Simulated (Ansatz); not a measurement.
# A scaling study of G0W0 on TlGaF6 (R-3), part 2 of 2

Aim: time one G0W0 calculation on TlGaF6 (R-3) in larger cells, without symmetry and on fewer threads.

Ansatz 0.2.0; G0W0 on LDA, plane waves, PAW. Known limits of the many-body steps: not at the basis limit; no spin-orbit coupling; coarse k mesh.

So far. Step 7 (8 threads, 2×2×2 mesh): Against the run with 2×2×2 mesh, 112 empty bands, screening to 60 eV, the gap moves by +0.000 eV. Step 8 (16 atoms (2×1×1 cells), 1×2×2 mesh): The gap on the mesh goes from 2.77 eV to 5.60 eV, a correction of +2.83 eV. Between the two edge states, bare exchange in place of the xc potential would open the gap by 11.76 eV, and correlation takes back 8.93 eV.

## Step 9: 32 atoms (2×2×1 cells), 1×1×2 mesh

Input file input.yaml:

```yaml
crystal:
  lattice:
    - [5.0968048706, 2.9426416642, 9.4596312418]
    - [-5.0968048706, 2.9426416642, 9.4596312418]
    - [0.0, -2.9426416641, 4.7298156209]
  atoms:
    - { symbol: Tl, position: [0.0, 0.0, 0.0] }
    - { symbol: Ga, position: [0.25, 0.25, 0.5] }
    - { symbol: F, position: [0.439716065, 0.290225135, 0.27252315] }
    - { symbol: F, position: [0.290225135, 0.136261575, 0.87943213] }
    - { symbol: F, position: [0.136261575, 0.439716065, 0.58045027] }
    - { symbol: F, position: [0.209774865, 0.363738425, 0.12056787] }
    - { symbol: F, position: [0.363738425, 0.060283935, 0.41954973] }
    - { symbol: F, position: [0.060283935, 0.209774865, 0.72747685] }
    - { symbol: Tl, position: [0.0, 0.5, 0.0] }
    - { symbol: Ga, position: [0.25, 0.75, 0.5] }
    - { symbol: F, position: [0.439716065, 0.790225135, 0.27252315] }
    - { symbol: F, position: [0.290225135, 0.636261575, 0.87943213] }
    - { symbol: F, position: [0.136261575, 0.939716065, 0.58045027] }
    - { symbol: F, position: [0.209774865, 0.863738425, 0.12056787] }
    - { symbol: F, position: [0.363738425, 0.560283935, 0.41954973] }
    - { symbol: F, position: [0.060283935, 0.709774865, 0.72747685] }
    - { symbol: Tl, position: [0.5, 0.0, 0.0] }
    - { symbol: Ga, position: [0.75, 0.25, 0.5] }
    - { symbol: F, position: [0.939716065, 0.290225135, 0.27252315] }
    - { symbol: F, position: [0.790225135, 0.136261575, 0.87943213] }
    - { symbol: F, position: [0.636261575, 0.439716065, 0.58045027] }
    - { symbol: F, position: [0.709774865, 0.363738425, 0.12056787] }
    - { symbol: F, position: [0.863738425, 0.060283935, 0.41954973] }
    - { symbol: F, position: [0.560283935, 0.209774865, 0.72747685] }
    - { symbol: Tl, position: [0.5, 0.5, 0.0] }
    - { symbol: Ga, position: [0.75, 0.75, 0.5] }
    - { symbol: F, position: [0.939716065, 0.790225135, 0.27252315] }
    - { symbol: F, position: [0.790225135, 0.636261575, 0.87943213] }
    - { symbol: F, position: [0.636261575, 0.939716065, 0.58045027] }
    - { symbol: F, position: [0.709774865, 0.863738425, 0.12056787] }
    - { symbol: F, position: [0.863738425, 0.560283935, 0.41954973] }
    - { symbol: F, position: [0.560283935, 0.709774865, 0.72747685] }
kpoints:
  mp_grid: { grid: [1, 1, 2] }
hamiltonian:
  xc: lda
scf:
  occupations: { method: fixed }
gw:
  n_empty_bands: 448
  ecut_chi: 60.0
  qp_bands: [v1, c1]
  qp_kpoints: band_edges
  screening: { model: contour_deformation }
```

Started as:

```console
> ansatz run input.yaml --threads 16 --pin off --max-ram 36864MiB --backend cpu --events-out ev --progress --plain --runs-dir out
```

Numbers of over 12 decimals in the logs are rounded to 6 here.

Output:

```text
[...]
Crystal: 32 atoms, lattice volume = 425.629 Å³
Basis set: ecut = 420 eV, 8339 PW (Γ)
Bands: 168, of which v1, the nominal top of the filled ones, is band 136 counted from 1 (135 counted from 0)
Symmetry: 8 space group operations
[...]
k-points: 2
[...]
k-point 1: bands = [... 132 lower, 1.5966, 1.5966, 1.6802, 1.6802, 5.9026, 5.9180, 6.2048, 6.2048, ... 28 higher]
[...]
0   136      1.6802   -32.7286     6.1359   -25.2821  0.7359     0.3171     0.3697  root
     0   137      4.4549   -14.9499    -2.7989   -19.2646  0.8127     6.0105     5.9707  root
     1   136      1.6802   -32.7286     6.1361   -25.2821  0.7359     0.3173     0.3698  root
     1   137      5.9026   -16.8064    -2.9363   -21.5389  0.7996     7.7726     7.6989  root
[key lines of the parts left out:]
SCF converged after 8 iterations
Free energy (F): -78467.411358 eV
Fermi energy:    1.680164 eV
```

It took 24 s on 16 threads of Arm Neoverse V1, shared host; peak memory 2.5 GiB.

Numbers from this step:

```yaml
bands_summed: 584
rpa_eps_infinity_on_this_mesh_eigenvalues: 2.916, 2.916, 3.034
plane_waves_in_the_screening_matrix: 461
g0w0_gap_on_the_mesh: 5.601 eV
k_of_the_valence_top: 0, 0, -0.5
k_of_the_conduction_bottom: 0, 0, 0
starting_gap_on_the_mesh: 2.775 eV
least_direct_g0w0_gap_on_the_computed_points: 5.601 eV
```

The gap on the mesh goes from 2.77 eV to 5.60 eV, a correction of +2.83 eV. Between the two edge states, bare exchange in place of the xc potential would open the gap by 11.76 eV, and correlation takes back 8.94 eV.

## Step 10: 64 atoms (2×2×2 cells), 1×1×1 mesh

Input file input.yaml:

```yaml
crystal:
  lattice:
    - [5.0968048706, 2.9426416642, 9.4596312418]
    - [-5.0968048706, 2.9426416642, 9.4596312418]
    - [0.0, -5.8852833282, 9.4596312418]
  atoms:
    - { symbol: Tl, position: [0.0, 0.0, 0.0] }
    - { symbol: Ga, position: [0.25, 0.25, 0.25] }
    - { symbol: F, position: [0.439716065, 0.290225135, 0.136261575] }
    - { symbol: F, position: [0.290225135, 0.136261575, 0.439716065] }
    - { symbol: F, position: [0.136261575, 0.439716065, 0.290225135] }
    - { symbol: F, position: [0.209774865, 0.363738425, 0.060283935] }
    - { symbol: F, position: [0.363738425, 0.060283935, 0.209774865] }
    - { symbol: F, position: [0.060283935, 0.209774865, 0.363738425] }
    - { symbol: Tl, position: [0.0, 0.0, 0.5] }
    - { symbol: Ga, position: [0.25, 0.25, 0.75] }
    - { symbol: F, position: [0.439716065, 0.290225135, 0.636261575] }
    - { symbol: F, position: [0.290225135, 0.136261575, 0.939716065] }
    - { symbol: F, position: [0.136261575, 0.439716065, 0.790225135] }
    - { symbol: F, position: [0.209774865, 0.363738425, 0.560283935] }
    - { symbol: F, position: [0.363738425, 0.060283935, 0.709774865] }
    - { symbol: F, position: [0.060283935, 0.209774865, 0.863738425] }
    - { symbol: Tl, position: [0.0, 0.5, 0.0] }
    - { symbol: Ga, position: [0.25, 0.75, 0.25] }
    - { symbol: F, position: [0.439716065, 0.790225135, 0.136261575] }
    - { symbol: F, position: [0.290225135, 0.636261575, 0.439716065] }
    - { symbol: F, position: [0.136261575, 0.939716065, 0.290225135] }
    - { symbol: F, position: [0.209774865, 0.863738425, 0.060283935] }
    - { symbol: F, position: [0.363738425, 0.560283935, 0.209774865] }
    - { symbol: F, position: [0.060283935, 0.709774865, 0.363738425] }
    - { symbol: Tl, position: [0.0, 0.5, 0.5] }
    - { symbol: Ga, position: [0.25, 0.75, 0.75] }
    - { symbol: F, position: [0.439716065, 0.790225135, 0.636261575] }
    - { symbol: F, position: [0.290225135, 0.636261575, 0.939716065] }
    - { symbol: F, position: [0.136261575, 0.939716065, 0.790225135] }
    - { symbol: F, position: [0.209774865, 0.863738425, 0.560283935] }
    - { symbol: F, position: [0.363738425, 0.560283935, 0.709774865] }
    - { symbol: F, position: [0.060283935, 0.709774865, 0.863738425] }
    - { symbol: Tl, position: [0.5, 0.0, 0.0] }
    - { symbol: Ga, position: [0.75, 0.25, 0.25] }
    - { symbol: F, position: [0.939716065, 0.290225135, 0.136261575] }
    - { symbol: F, position: [0.790225135, 0.136261575, 0.439716065] }
    - { symbol: F, position: [0.636261575, 0.439716065, 0.290225135] }
    - { symbol: F, position: [0.709774865, 0.363738425, 0.060283935] }
    - { symbol: F, position: [0.863738425, 0.060283935, 0.209774865] }
    - { symbol: F, position: [0.560283935, 0.209774865, 0.363738425] }
    - { symbol: Tl, position: [0.5, 0.0, 0.5] }
    - { symbol: Ga, position: [0.75, 0.25, 0.75] }
    - { symbol: F, position: [0.939716065, 0.290225135, 0.636261575] }
    - { symbol: F, position: [0.790225135, 0.136261575, 0.939716065] }
    - { symbol: F, position: [0.636261575, 0.439716065, 0.790225135] }
    - { symbol: F, position: [0.709774865, 0.363738425, 0.560283935] }
    - { symbol: F, position: [0.863738425, 0.060283935, 0.709774865] }
    - { symbol: F, position: [0.560283935, 0.209774865, 0.863738425] }
    - { symbol: Tl, position: [0.5, 0.5, 0.0] }
    - { symbol: Ga, position: [0.75, 0.75, 0.25] }
    - { symbol: F, position: [0.939716065, 0.790225135, 0.136261575] }
    - { symbol: F, position: [0.790225135, 0.636261575, 0.439716065] }
    - { symbol: F, position: [0.636261575, 0.939716065, 0.290225135] }
    - { symbol: F, position: [0.709774865, 0.863738425, 0.060283935] }
    - { symbol: F, position: [0.863738425, 0.560283935, 0.209774865] }
    - { symbol: F, position: [0.560283935, 0.709774865, 0.363738425] }
    - { symbol: Tl, position: [0.5, 0.5, 0.5] }
    - { symbol: Ga, position: [0.75, 0.75, 0.75] }
    - { symbol: F, position: [0.939716065, 0.790225135, 0.636261575] }
    - { symbol: F, position: [0.790225135, 0.636261575, 0.939716065] }
    - { symbol: F, position: [0.636261575, 0.939716065, 0.790225135] }
    - { symbol: F, position: [0.709774865, 0.863738425, 0.560283935] }
    - { symbol: F, position: [0.863738425, 0.560283935, 0.709774865] }
    - { symbol: F, position: [0.560283935, 0.709774865, 0.863738425] }
kpoints:
  mp_grid: { grid: [1, 1, 1] }
hamiltonian:
  xc: lda
scf:
  occupations: { method: fixed }
gw:
  n_empty_bands: 896
  ecut_chi: 60.0
  qp_bands: [v1, c1]
  qp_kpoints: band_edges
  screening: { model: contour_deformation }
```

Output:

```text
[...]
Crystal: 64 atoms, lattice volume = 851.257 Å³
Basis set: ecut = 420 eV, 16663 PW (Γ)
Bands: 336, of which v1, the nominal top of the filled ones, is band 272 counted from 1 (271 counted from 0)
Symmetry: 48 space group operations
[...]
k-points: 1
[...]
--- Band table (eV) ---
  k-point 0: bands = [... 268 lower, 1.5966, 1.6802, 1.6802, 1.6802, 4.4549, 5.9026, 5.9180, 5.9180, ... 60 higher]
[...]
gw.qp_kpoints: band_edges: 1 of 1 stored k-point solved, in 1 pass; an edge of the gap read off the rows below is read off those points alone
[...]
0   272      1.6802   -32.7286     6.1364   -25.2821  0.7359     0.3176     0.3701  root
     0   273      4.4549   -14.9499    -2.7983   -19.2646  0.8127     6.0111     5.9712  root
[key lines of the parts left out:]
SCF converged after 8 iterations
Free energy (F): -156934.822728 eV
Fermi energy:    1.680155 eV
```

It took 60 s on 16 threads; peak memory 5.3 GiB; 15 min of CPU time.

Numbers from this step:

| Quantity | Value |
| --- | --- |
| bands summed | 1168 |
| RPA ε∞ on this mesh (eigenvalues) | 2.916, 2.916, 3.034 |
| plane waves in the screening matrix | 899 |
| G0W0 gap on the mesh | 5.601 eV |
| k of the valence top | 0, 0, 0 |
| k of the conduction bottom | 0, 0, 0 |
| starting gap on the mesh | 2.775 eV |
| least direct G0W0 gap on the computed points | 5.601 eV |

The gap on the mesh goes from 2.77 eV to 5.60 eV, a correction of +2.83 eV. Between the two edge states, bare exchange in place of the xc potential would open the gap by 11.76 eV, and correlation takes back 8.93 eV.

## Step 11: The runs together

A supercell on the folded mesh samples the same points as the primitive cell, so the gap should stay. Times are wall times on shared hardware, named with each run.

```csv
run,mesh,irreducible k,bands,screening plane waves,threads,gap (eV),time,CPU time,host memory (GiB)
8 atoms (1×1×1 cells),2×2×2,4,146,119,16,5.602,2.5 s,18 s,0.55
no symmetry,2×2×2,8,146,119,16,5.602,4 s,41 s,0.77
1 thread,2×2×2,4,146,119,1,5.602,12 s,12 s,0.34
2 threads,2×2×2,4,146,119,2,5.602,6.2 s,12 s,0.41
4 threads,2×2×2,4,146,119,4,5.602,3.5 s,12 s,0.53
8 threads,2×2×2,4,146,119,8,5.602,2.4 s,14 s,0.54
16 atoms (2×1×1 cells),1×2×2,4,292,237,16,5.602,7.3 s,89 s,1.3
32 atoms (2×2×1 cells),1×1×2,2,584,461,16,5.601,24 s,4.7 min,2.5
64 atoms (2×2×2 cells),1×1×1,1,1168,899,16,5.601,60 s,15 min,5.3
```

## Step 12: What came out

```json
{
 "8 atoms (1×1×1 cells)": "2.5 s, gap 5.60 eV",
 "no symmetry": "4 s, gap 5.60 eV",
 "1 thread": "12 s, gap 5.60 eV",
 "2 threads": "6.2 s, gap 5.60 eV",
 "4 threads": "3.5 s, gap 5.60 eV",
 "8 threads": "2.4 s, gap 5.60 eV",
 "16 atoms (2×1×1 cells)": "7.3 s, gap 5.60 eV",
 "32 atoms (2×2×1 cells)": "24 s, gap 5.60 eV",
 "64 atoms (2×2×2 cells)": "60 s, gap 5.60 eV"
}
```

What this shows: From 8 to 64 atoms the gap stays within 0.001 eV, while the time grows 24-fold. Over the last step it grows as about the power 1.3 of the size; fewer k points offset part of the fourth-power cost of the screening. Without symmetry the mesh holds 8 points in place of 4, the time changes by less than twofold and the gap changes by +0.000 eV. Going from 1 to 16 threads speeds the run 4.6-fold, an efficiency of about 29 %. The host was shared, so single times are good to a factor of about two.

[Paths, hosts, dates, memory and timing lines, banners, echoed tables and standing remarks are left out of the program output.]

[Logs are printed without paths, hosts, clocks, repeated set-up lines and the standing remarks that a program may print on its own settings, such as how far it seeks lower states.]

[Runs of the session that timed out or met a known fault of the program may be left out.]

[Cells called generated may have been cut or substituted from an entry of the Crystallography Open Database or the Materials Project.]

[Hosts, paths, dates, database ids (printed as entryN), source tags and the programs' standing remarks are cut or masked in the printed files.]
